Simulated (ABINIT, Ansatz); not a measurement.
# A GW chain in ABINIT: K2NaScF6 (Fm-3m), part 2 of 3

Wanted: ground state, empty states, screening and self-energy for K2NaScF6 (Fm-3m).

ABINIT 10.8.3; LDA and many-body steps on it, plane waves. Known limits of the many-body steps: not at the basis limit; coarse k mesh.

So far. Step 2 (Ground state): The gap is direct, at Γ.

## (3) Bands along the symmetry lines

Level of this step: DFT, LDA, plane waves, norm-conserving pseudopotentials (ABINIT).

The cheap functional maps the bands first; the places of the edges decide which points the dearer methods must see.

File run.abi:

```
acell 3*1.0 Angstrom
rprim 
  -0.000000000000 4.235850000000 4.235850000000
  4.235850000000 -0.000000000000 4.235850000000
  4.235850000000 4.235850000000 -0.000000000000
ntypat 4
znucl 19 11 21 9
natom 10
typat 1 1 2 3 4 4 4 4 4 4
xred 
  0.250000000000 0.250000000000 0.250000000000
  0.750000000000 0.750000000000 0.750000000000
  0.500000000000 0.500000000000 0.500000000000
  0.000000000000 0.000000000000 0.000000000000
  0.765800000000 0.234200000000 0.234200000000
  0.234200000000 0.765800000000 0.234200000000
  0.234200000000 0.765800000000 0.765800000000
  0.765800000000 0.234200000000 0.765800000000
  0.234200000000 0.234200000000 0.765800000000
  0.765800000000 0.765800000000 0.234200000000
pp_dirpath "pseudos"
pseudos "K.upf, Na.upf, Sc.upf, F.upf"
ecut 38
iscf -2
irdden 1
kptopt 0
nkpt 26
kpt 
  0.00000000 0.00000000 0.00000000
  0.12500000 0.00000000 0.12500000
  0.25000000 0.00000000 0.25000000
  0.37500000 0.00000000 0.37500000
  0.50000000 0.00000000 0.50000000
  0.53125000 0.06250000 0.53125000
  0.56250000 0.12500000 0.56250000
  0.59375000 0.18750000 0.59375000
  0.62500000 0.25000000 0.62500000
  0.37500000 0.37500000 0.75000000
  0.28125000 0.28125000 0.56250000
  0.18750000 0.18750000 0.37500000
  0.09375000 0.09375000 0.18750000
  0.00000000 0.00000000 0.00000000
  0.12500000 0.12500000 0.12500000
  0.25000000 0.25000000 0.25000000
  0.37500000 0.37500000 0.37500000
  0.50000000 0.50000000 0.50000000
  0.50000000 0.43750000 0.56250000
  0.50000000 0.37500000 0.62500000
  0.50000000 0.31250000 0.68750000
  0.50000000 0.25000000 0.75000000
  0.50000000 0.18750000 0.68750000
  0.50000000 0.12500000 0.62500000
  0.50000000 0.06250000 0.56250000
  0.50000000 0.00000000 0.50000000
istwfk *1
nband 47
nbdbuf 2
tolwfr 1e-08
nstep 40
prtwf 0
prtvol 0
indata_prefix "in"
outdata_prefix "out"
tmpdata_prefix "tmp"
```

Started as:

```
OMP_NUM_THREADS=1 mpirun -n 4 abinit run.abi > log
```

Numbers of over 12 decimals in the logs are rounded to 6 here.

The log of the run:

```text
.Version 10.8.3 of ABINIT. v10.8.2 released Aug 2026.

 Symmetries : space group Fm -3 m (#225); Bravais cF (face-center cubic)
[... echo of the input left out ...]
== DATASET  1 ==================================================================
-   mpi_nproc: 4, omp_nthreads: 1 (-1 if OMP is not activated)

--- !DatasetInfo
iteration_state: {dtset: 1, }
dimensions: {natom: 10, nkpt: 26, mband: 47, nsppol: 1, nspinor: 1, nspden: 1, mpw: 11575, }
cutoff_energies: {ecut:  38.0, pawecutdg:  -1.0, }
electrons: {nelect:   8.00000000E+01, charge:   0.00000000E+00, occopt:   1.00000000E+00, tsmear:   1.00000000E-02, }

 Real(R)+Recip(G) space primitive vectors, cartesian coordinates (Bohr,Bohr^-1):
 R(1)=  0.0000000  8.0045964  8.0045964  G(1)= -0.0624641  0.0624641  0.0624641
 R(2)=  8.0045964  0.0000000  8.0045964  G(2)=  0.0624641 -0.0624641  0.0624641
 R(3)=  8.0045964  8.0045964  0.0000000  G(3)=  0.0624641  0.0624641 -0.0624641
 Unit cell volume ucvol=  1.0257660E+03 bohr^3
 Angles (23,13,12)=  6.00000000E+01  6.00000000E+01  6.00000000E+01 degrees

 getcut: wavevector=  0.0000  0.0000  0.0000  ngfft=  64  64  64
         ecut(hartree)=     38.000   => boxcut(ratio)=   2.03736

--- Pseudopotential description ------------------------------------------------
- K Generated using ONCVPSP code by D. R. Hamann
- 19.00000   9.00000  180309                  znucl, zion, pspdat
12 -1012 2 -1 2170                            pspcod,pspxc,lmax,lloc,mmax
     nproj     2     2     2
  pspatm : epsatm=    8.21740868
         --- l  ekb(1:nproj) -->
             0   10.940065    0.829722
             1    4.437415    0.568178
             2   -3.386874   -1.066382
 pspatm: atomic psp has been read  and splines computed

- Na Generated using ONCVPSP code by D. R. Hamann
- 11.00000   9.00000  180309                  znucl, zion, pspdat
12 -1012 1 -1 1968                            pspcod,pspxc,lmax,lloc,mmax
     nproj     2     2     0
  pspatm : epsatm=    9.37365322
         --- l  ekb(1:nproj) -->
[...]
pspatm: atomic psp has been read  and splines computed

- Sc Generated using ONCVPSP code by D. R. Hamann
- 21.00000  11.00000  180309                  znucl, zion, pspdat
12 -1012 2 -1 1622                            pspcod,pspxc,lmax,lloc,mmax
     nproj     2     2     2
  pspatm : epsatm=   13.66101860
         --- l  ekb(1:nproj) -->
[...]
pspatm: atomic psp has been read  and splines computed

- F Generated using ONCVPSP code by D. R. Hamann
-  9.00000   7.00000  201202                  znucl, zion, pspdat
12 -1012 2 -1 824                             pspcod,pspxc,lmax,lloc,mmax
     nproj     2     2     1
  pspatm : epsatm=    4.94580260
         --- l  ekb(1:nproj) -->
[...]
2   -2.364936
 pspatm: atomic psp has been read  and splines computed

[...]
iteration_state: {dtset: 1, }
comment   : Summary of ground state results
lattice_vectors:
- [ -0.0000000,   8.0045964,   8.0045964, ]
- [  8.0045964,  -0.0000000,   8.0045964, ]
- [  8.0045964,   8.0045964,  -0.0000000, ]
lattice_lengths: [  11.32021,   11.32021,   11.32021, ]
lattice_angles: [ 60.000,  60.000,  60.000, ] # degrees, (23, 13, 12)
lattice_volume:   1.0257660E+03
convergence: {deltae:  0.000E+00, res2:  0.000E+00, residm:  9.992E-09, diffor:  0.000E+00, }
etotal    :  -3.01994768E+02
entropy   :   0.00000000E+00
fermie    :  -2.31702236E-02
cartesian_stress_tensor: null
pressure_GPa: null
xred      :
- [  2.5000E-01,   2.5000E-01,   2.5000E-01,  K]
- [  7.5000E-01,   7.5000E-01,   7.5000E-01,  K]
- [  5.0000E-01,   5.0000E-01,   5.0000E-01, Na]
- [  0.0000E+00,   0.0000E+00,   0.0000E+00, Sc]
- [  7.6580E-01,   2.3420E-01,   2.3420E-01,  F]
- [  2.3420E-01,   7.6580E-01,   2.3420E-01,  F]
- [  2.3420E-01,   7.6580E-01,   7.6580E-01,  F]
- [  7.6580E-01,   2.3420E-01,   7.6580E-01,  F]
- [  2.3420E-01,   2.3420E-01,   7.6580E-01,  F]
- [  7.6580E-01,   7.6580E-01,   2.3420E-01,  F]
cartesian_forces: null
force_length_stats: {min: null, max: null, mean: null, }

 Integrated electronic density in atomic spheres:
 ------------------------------------------------
 Atom  Sphere_radius  Integrated_density
[...]
================================================================================

 ----iterations are completed or convergence reached----

 Mean square residual over all n,k,spin=   63.577E-10; max=  99.917E-10
 reduced coordinates (array xred) for   10 atoms
[...]
0.234200000000      0.234200000000      0.765800000000
       0.765800000000      0.765800000000      0.234200000000

 cartesian coordinates (angstrom) at end:
    1      2.117925     2.117925     2.117925
    2      6.353775     6.353775     6.353775
    3      4.235850     4.235850     4.235850
[...]
9      4.235850     4.235850     1.984072
   10      4.235850     4.235850     6.487628
 length scales=  1.889726125908  1.889726125908  1.889726125908 bohr
              =  1.000000000000  1.000000000000  1.000000000000 angstroms
 prteigrs : about to open file out_EIG
 Eigenvalues (hartree) for nkpt=  26  k points:
 kpt#   1, nband= 47, wtk=  1.00000, kpt=  0.0000  0.0000  0.0000 (reduced coord)
[...]
kpt#   2, nband= 47, wtk=  1.00000, kpt=  0.1250  0.0000  0.1250 (reduced coord)
[...]
kpt#   3, nband= 47, wtk=  1.00000, kpt=  0.2500  0.0000  0.2500 (reduced coord)
[...]
kpt#  25, nband= 47, wtk=  1.00000, kpt=  0.5000  0.0625  0.5625 (reduced coord)
[...]
0.25140    0.25491    0.25507    0.30283    0.30537    0.35222    0.35873
 kpt#  26, nband= 47, wtk=  1.00000, kpt=  0.5000  0.0000  0.5000 (reduced coord)
[...]
-0.08630   -0.08549   -0.07521   -0.07521   -0.06842   -0.06842   -0.06571   -0.05292
  -0.05054   -0.05054   -0.04893   -0.03963   -0.03963   -0.03662   -0.03662   -0.02367
   0.25127    0.25507    0.25507    0.30193    0.30384    0.35244    0.35897

== END DATASET(S) ==============================================================
================================================================================

 -outvars: echo values of variables after computation  --------
            nband          47
             nkpt          26
          spgroup         225
 [... the other variables as echoed above ...]

 Calculation completed.
```

The job ended after 2.6 min (4 MPI ranks of Arm Neoverse V1, shared host; peak memory 0.59 GiB).

This step gave:

| Item | Value |
| --- | --- |
| gap | 6.651 eV |
| k of the valence top | 0, 0, 0 |
| k of the conduction bottom | 0, 0, 0 |
| least direct gap | 6.651 eV |

The gap is 6.651 eV, as in the run before at this level.

Electronic bands along the path, in eV, zero at the top of the highest filled band:

| point | band 37 | band 38 | band 39 | band 40 | band 41 | band 42 | band 43 | band 44 |
| --- | --- | --- | --- | --- | --- | --- | --- | --- |
| Γ | -0.26 | 0.00 | 0.00 | 0.00 | 6.65 | 7.40 | 7.40 | 7.40 |
| halfway | -0.34 | -0.18 | -0.18 | -0.01 | 7.44 | 7.48 | 7.48 | 7.49 |
| X | -0.45 | -0.37 | -0.37 | -0.01 | 7.47 | 7.57 | 7.57 | 8.85 |
| halfway | -0.42 | -0.41 | -0.37 | -0.03 | 7.47 | 7.57 | 7.57 | 8.89 |
| U | -0.37 | -0.36 | -0.32 | -0.09 | 7.49 | 7.55 | 7.56 | 9.00 |
| jump to K | -0.37 | -0.36 | -0.32 | -0.09 | 7.49 | 7.55 | 7.56 | 9.00 |
| halfway | -0.32 | -0.17 | -0.13 | -0.08 | 7.46 | 7.46 | 7.47 | 7.60 |
| Γ | -0.26 | 0.00 | 0.00 | 0.00 | 6.65 | 7.40 | 7.40 | 7.40 |
| halfway | -0.30 | -0.11 | -0.11 | -0.06 | 7.29 | 7.45 | 7.45 | 7.45 |
| L | -0.34 | -0.23 | -0.23 | -0.15 | 7.48 | 7.49 | 7.49 | 8.75 |
| halfway | -0.39 | -0.30 | -0.20 | -0.17 | 7.50 | 7.51 | 7.53 | 8.91 |
| W | -0.51 | -0.45 | -0.18 | -0.18 | 7.52 | 7.52 | 7.57 | 9.04 |
| halfway | -0.42 | -0.41 | -0.34 | -0.06 | 7.48 | 7.55 | 7.57 | 8.93 |
| X | -0.45 | -0.37 | -0.37 | -0.01 | 7.47 | 7.57 | 7.57 | 8.85 |

## (4) Empty states on the mesh, 2×2×2 mesh, 541 bands

The sums over transitions need many empty states on a uniform mesh; this step solves for them.

File run.abi:

```
acell 3*1.0 Angstrom
rprim 
  -0.000000000000 4.235850000000 4.235850000000
  4.235850000000 -0.000000000000 4.235850000000
  4.235850000000 4.235850000000 -0.000000000000
ntypat 4
znucl 19 11 21 9
natom 10
typat 1 1 2 3 4 4 4 4 4 4
xred 
  0.250000000000 0.250000000000 0.250000000000
  0.750000000000 0.750000000000 0.750000000000
  0.500000000000 0.500000000000 0.500000000000
  0.000000000000 0.000000000000 0.000000000000
  0.765800000000 0.234200000000 0.234200000000
  0.234200000000 0.765800000000 0.234200000000
  0.234200000000 0.765800000000 0.765800000000
  0.765800000000 0.234200000000 0.765800000000
  0.234200000000 0.234200000000 0.765800000000
  0.765800000000 0.765800000000 0.234200000000
pp_dirpath "pseudos"
pseudos "K.upf, Na.upf, Sc.upf, F.upf"
ecut 38
ngkpt 2 2 2
nshiftk 1
shiftk 0 0 0
kptopt 1
chksymbreak 0
iscf -2
irdden 1
istwfk *1
nband 541
nbdbuf 48
tolwfr 1e-09
nstep 60
prtvol 0
indata_prefix "in"
outdata_prefix "out"
tmpdata_prefix "tmp"
```

Started as:

```
OMP_NUM_THREADS=1 mpirun -n 3 abinit run.abi > log
```

The log of the run:

```text
.Version 10.8.3 of ABINIT. v10.8.2 released Aug 2026.

 Symmetries : space group Fm -3 m (#225); Bravais cF (face-center cubic)
[... echo of the input left out ...]
== DATASET  1 ==================================================================
-   mpi_nproc: 3, omp_nthreads: 1 (-1 if OMP is not activated)

--- !DatasetInfo
iteration_state: {dtset: 1, }
dimensions: {natom: 10, nkpt: 3, mband: 541, nsppol: 1, nspinor: 1, nspden: 1, mpw: 11575, }
cutoff_energies: {ecut:  38.0, pawecutdg:  -1.0, }
electrons: {nelect:   8.00000000E+01, charge:   0.00000000E+00, occopt:   1.00000000E+00, tsmear:   1.00000000E-02, }

 Real(R)+Recip(G) space primitive vectors, cartesian coordinates (Bohr,Bohr^-1):
 R(1)=  0.0000000  8.0045964  8.0045964  G(1)= -0.0624641  0.0624641  0.0624641
 R(2)=  8.0045964  0.0000000  8.0045964  G(2)=  0.0624641 -0.0624641  0.0624641
 R(3)=  8.0045964  8.0045964  0.0000000  G(3)=  0.0624641  0.0624641 -0.0624641
 Unit cell volume ucvol=  1.0257660E+03 bohr^3
 Angles (23,13,12)=  6.00000000E+01  6.00000000E+01  6.00000000E+01 degrees

 getcut: wavevector=  0.0000  0.0000  0.0000  ngfft=  64  64  64
         ecut(hartree)=     38.000   => boxcut(ratio)=   2.03736

--- Pseudopotential description ------------------------------------------------
- K Generated using ONCVPSP code by D. R. Hamann
- 19.00000   9.00000  180309                  znucl, zion, pspdat
12 -1012 2 -1 2170                            pspcod,pspxc,lmax,lloc,mmax
     nproj     2     2     2
  pspatm : epsatm=    8.21740868
         --- l  ekb(1:nproj) -->
             0   10.940065    0.829722
             1    4.437415    0.568178
             2   -3.386874   -1.066382
 pspatm: atomic psp has been read  and splines computed

- Na Generated using ONCVPSP code by D. R. Hamann
- 11.00000   9.00000  180309                  znucl, zion, pspdat
12 -1012 1 -1 1968                            pspcod,pspxc,lmax,lloc,mmax
     nproj     2     2     0
  pspatm : epsatm=    9.37365322
         --- l  ekb(1:nproj) -->
[...]
pspatm: atomic psp has been read  and splines computed

- Sc Generated using ONCVPSP code by D. R. Hamann
- 21.00000  11.00000  180309                  znucl, zion, pspdat
12 -1012 2 -1 1622                            pspcod,pspxc,lmax,lloc,mmax
     nproj     2     2     2
  pspatm : epsatm=   13.66101860
         --- l  ekb(1:nproj) -->
[...]
pspatm: atomic psp has been read  and splines computed

- F Generated using ONCVPSP code by D. R. Hamann
-  9.00000   7.00000  201202                  znucl, zion, pspdat
12 -1012 2 -1 824                             pspcod,pspxc,lmax,lloc,mmax
     nproj     2     2     1
  pspatm : epsatm=    4.94580260
         --- l  ekb(1:nproj) -->
[...]
2   -2.364936
 pspatm: atomic psp has been read  and splines computed

[...]
-1.7079E+00 -1.6672E+00 -9.6491E-01 -9.6400E-01 -9.0782E-01 -9.0782E-01
 -9.0782E-01 -7.2726E-01 -7.1750E-01 -7.1750E-01 -7.1327E-01 -7.1327E-01
 -7.1327E-01 -6.8440E-01 -6.8440E-01 -6.8440E-01 -3.6861E-01 -3.6861E-01
[...]
4.4072E+00  4.4073E+00  4.4074E+00  4.4079E+00  4.4080E+00  4.4082E+00
  4.4091E+00  4.4103E+00  4.4103E+00  4.4104E+00  4.4109E+00  4.4172E+00
  4.4856E+00
 prteigrs : prtvol=0 or 1, do not print more k-points.

--- !ResultsGS
iteration_state: {dtset: 1, }
comment   : Summary of ground state results
lattice_vectors:
- [ -0.0000000,   8.0045964,   8.0045964, ]
- [  8.0045964,  -0.0000000,   8.0045964, ]
- [  8.0045964,   8.0045964,  -0.0000000, ]
lattice_lengths: [  11.32021,   11.32021,   11.32021, ]
lattice_angles: [ 60.000,  60.000,  60.000, ] # degrees, (23, 13, 12)
lattice_volume:   1.0257660E+03
convergence: {deltae:  0.000E+00, res2:  0.000E+00, residm:  9.978E-10, diffor:  0.000E+00, }
etotal    :  -3.01994768E+02
entropy   :   0.00000000E+00
fermie    :  -2.31702236E-02
cartesian_stress_tensor: null
pressure_GPa: null
xred      :
- [  2.5000E-01,   2.5000E-01,   2.5000E-01,  K]
- [  7.5000E-01,   7.5000E-01,   7.5000E-01,  K]
- [  5.0000E-01,   5.0000E-01,   5.0000E-01, Na]
- [  0.0000E+00,   0.0000E+00,   0.0000E+00, Sc]
- [  7.6580E-01,   2.3420E-01,   2.3420E-01,  F]
- [  2.3420E-01,   7.6580E-01,   2.3420E-01,  F]
- [  2.3420E-01,   7.6580E-01,   7.6580E-01,  F]
- [  7.6580E-01,   2.3420E-01,   7.6580E-01,  F]
- [  2.3420E-01,   2.3420E-01,   7.6580E-01,  F]
- [  7.6580E-01,   7.6580E-01,   2.3420E-01,  F]
cartesian_forces: null
force_length_stats: {min: null, max: null, mean: null, }

 Integrated electronic density in atomic spheres:
 ------------------------------------------------
 Atom  Sphere_radius  Integrated_density
[...]
================================================================================

 ----iterations are completed or convergence reached----

 Mean square residual over all n,k,spin=   39.336E-11; max=  99.783E-11
 reduced coordinates (array xred) for   10 atoms
[...]
0.234200000000      0.234200000000      0.765800000000
       0.765800000000      0.765800000000      0.234200000000

 cartesian coordinates (angstrom) at end:
    1      2.117925     2.117925     2.117925
    2      6.353775     6.353775     6.353775
    3      4.235850     4.235850     4.235850
[...]
9      4.235850     4.235850     1.984072
   10      4.235850     4.235850     6.487628
 length scales=  1.889726125908  1.889726125908  1.889726125908 bohr
              =  1.000000000000  1.000000000000  1.000000000000 angstroms
 prteigrs : about to open file out_EIG
 Eigenvalues (hartree) for nkpt=   3  k points:
 kpt#   1, nband=541, wtk=  0.12500, kpt=  0.0000  0.0000  0.0000 (reduced coord)
[...]
4.34258    4.34259    4.36237    4.36237    4.36238    4.37515    4.39678    4.39682
   4.40724    4.40725    4.40741    4.40795    4.40798    4.40816    4.40913    4.41026
   4.41027    4.41040    4.41095    4.41717    4.48559
 prteigrs : prtvol=0 or 1, do not print more k-points.

== END DATASET(S) ==============================================================
================================================================================

 -outvars: echo values of variables after computation  --------
            nband         541
             nkpt           3
          spgroup         225
 [... the other variables as echoed above ...]

 Calculation completed.
```

Run time: 10 min. Hardware: 3 MPI ranks; peak memory 0.76 GiB; 30 min of CPU time.

This step gave:

* gap: 6.651 eV
* k of the valence top: 0, 0, 0
* k of the conduction bottom: 0, 0, 0
* least direct gap: 6.651 eV
* k points computed: 3
* lowest point of the top converged band, above the valence top: 115.2065 eV

On this mesh the gap is 6.651 eV.

## (5) Screening, 2×2×2 mesh, 493 bands, screening to 217.7 eV

The RPA dielectric matrix is built and inverted for each q.

This step: RPA screening on LDA, plane waves, norm-conserving pseudopotentials.

Changes to run.abi since step 4:

```diff
@@ -28,10 +28,11 @@
 chksymbreak 0
-iscf -2
-irdden 1
 istwfk *1
-nband 541
-nbdbuf 48
-tolwfr 1e-09
-nstep 60
-prtvol 0
+occopt 1
+irdwfk 1
+optdriver 3
+nband 493
+ecuteps 8
+inclvkb 2
+awtr 1
+symchi 1
 indata_prefix "in"
```

Started as:

```
OMP_NUM_THREADS=1 mpirun -n 4 abinit run.abi > log
```

The log of the run:

```text
.Version 10.8.3 of ABINIT. v10.8.2 released Aug 2026.

 Symmetries : space group Fm -3 m (#225); Bravais cF (face-center cubic)
[... echo of the input left out ...]
== DATASET  1 ==================================================================
-   mpi_nproc: 4, omp_nthreads: 1 (-1 if OMP is not activated)

--- !DatasetInfo
iteration_state: {dtset: 1, }
dimensions: {natom: 10, nkpt: 3, mband: 493, nsppol: 1, nspinor: 1, nspden: 1, mpw: 11575, }
cutoff_energies: {ecut:  38.0, pawecutdg:  -1.0, }
electrons: {nelect:   8.00000000E+01, charge:   0.00000000E+00, occopt:   1.00000000E+00, tsmear:   1.00000000E-02, }

 SCREENING: Calculation of the susceptibility and dielectric matrices

 Based on a program developped by R.W. Godby, V. Olevano, G. Onida, and L. Reining.
 Incorporated in ABINIT by V. Olevano, G.-M. Rignanese, and M. Torrent.
.Using double precision arithmetic ; gwpc =  8

[... cell and pseudopotentials left out ...]
--------------------------------------------------------------------------------

 ==== K-mesh for the wavefunctions ====
 Number of points in the irreducible wedge :     3
[... list of points left out ...]
 Together with 48 symmetry operations and time-reversal symmetry
 yields     8 points in the full Brillouin Zone.

 ==== Q-mesh for the screening function ====
 Number of points in the irreducible wedge :     3
[... list of points left out ...]
 Together with 48 symmetry operations and time-reversal symmetry
 yields     8 points in the full Brillouin Zone.

 setmesh: FFT mesh size selected  =    45x   45x   45
          total number of points  =        91125

 vcoul_init : cutoff-mode = AUXILIARY_FUNCTION
 q-points for optical limit:   1
     1)      0.000010    0.000020    0.000030

- screening: taking advantage of time-reversal symmetry
- Maximum band index for partially occupied states nbvw = 40
- Remaining bands to be divided among processors   nbcw = 453
- Number of bands treated by each node ~113

 Number of electrons calculated from density =   80.0000; Expected =   80.0000
 average of density, n =  0.077990
 r_s =    1.4520
 omega_plasma =   26.9387 [eV]

 calculating chi0 at frequencies [eV] :
  1    0.000000E+00    0.000000E+00
  2    0.000000E+00    2.693869E+01

--------------------------------------------------------------------------------
  q-point number  1        q = ( 0.000000, 0.000000, 0.000000) [r.l.u.]
--------------------------------------------------------------------------------
[... chi0 elements left out ...]
 For q-point:  0.000010 0.000020 0.000030
  dielectric constant =   2.0625
  dielectric constant without local fields =   2.2895

  Average fulfillment of the sum rule on Im[epsilon] for q-point    1 :     71.10  [%]
[... wings left out ...]
  q-point number  2        q = ( 0.500000, 0.000000, 0.000000) [r.l.u.]
--------------------------------------------------------------------------------
[... chi0 elements left out ...]
  Average fulfillment of the sum rule on Im[epsilon] for q-point    2 :     73.85  [%]

 [... 1 further q-points ...]
```

Elapsed: 6.5 min, on 4 MPI ranks; peak memory 3.9 GiB; 26 min of CPU time.

Numbers from this step:

```
ε∞ with local fields, on this mesh, along the program's q direction : 2.062
the same without local fields                                       : 2.289
plasma frequency                                                    : 26.94 eV
plane waves in the screening matrix                                 : 1067
```

Local fields lower ε∞ by 10 %. On a Γ-centred mesh this coarse the value itself is usually too large, while a short band sum pulls it down.

(Continued in part 3 of 3.)

[Paths, hosts, dates, memory and timing lines, banners, echoed tables and standing remarks are left out of the program output.]

[Logs are printed without paths, hosts, clocks, repeated set-up lines and the standing remarks that a program may print on its own settings, such as how far it seeks lower states.]

[Runs of the session that timed out or met a known fault of the program may be left out.]

[Hosts, paths, dates, database ids (printed as entryN), source tags and the programs' standing remarks are cut or masked in the printed files.]

[G0W0 gaps are taken among the corrected bands and points alone; a level outside them can change the order at an edge.]

[Where Ansatz stands beside ABINIT at settings called matched, ABINIT's density can come from a denser mesh and the files from another edition; pairs whose starting gaps differed by over 0.03 eV were left out, so agreement reads better than it is.]
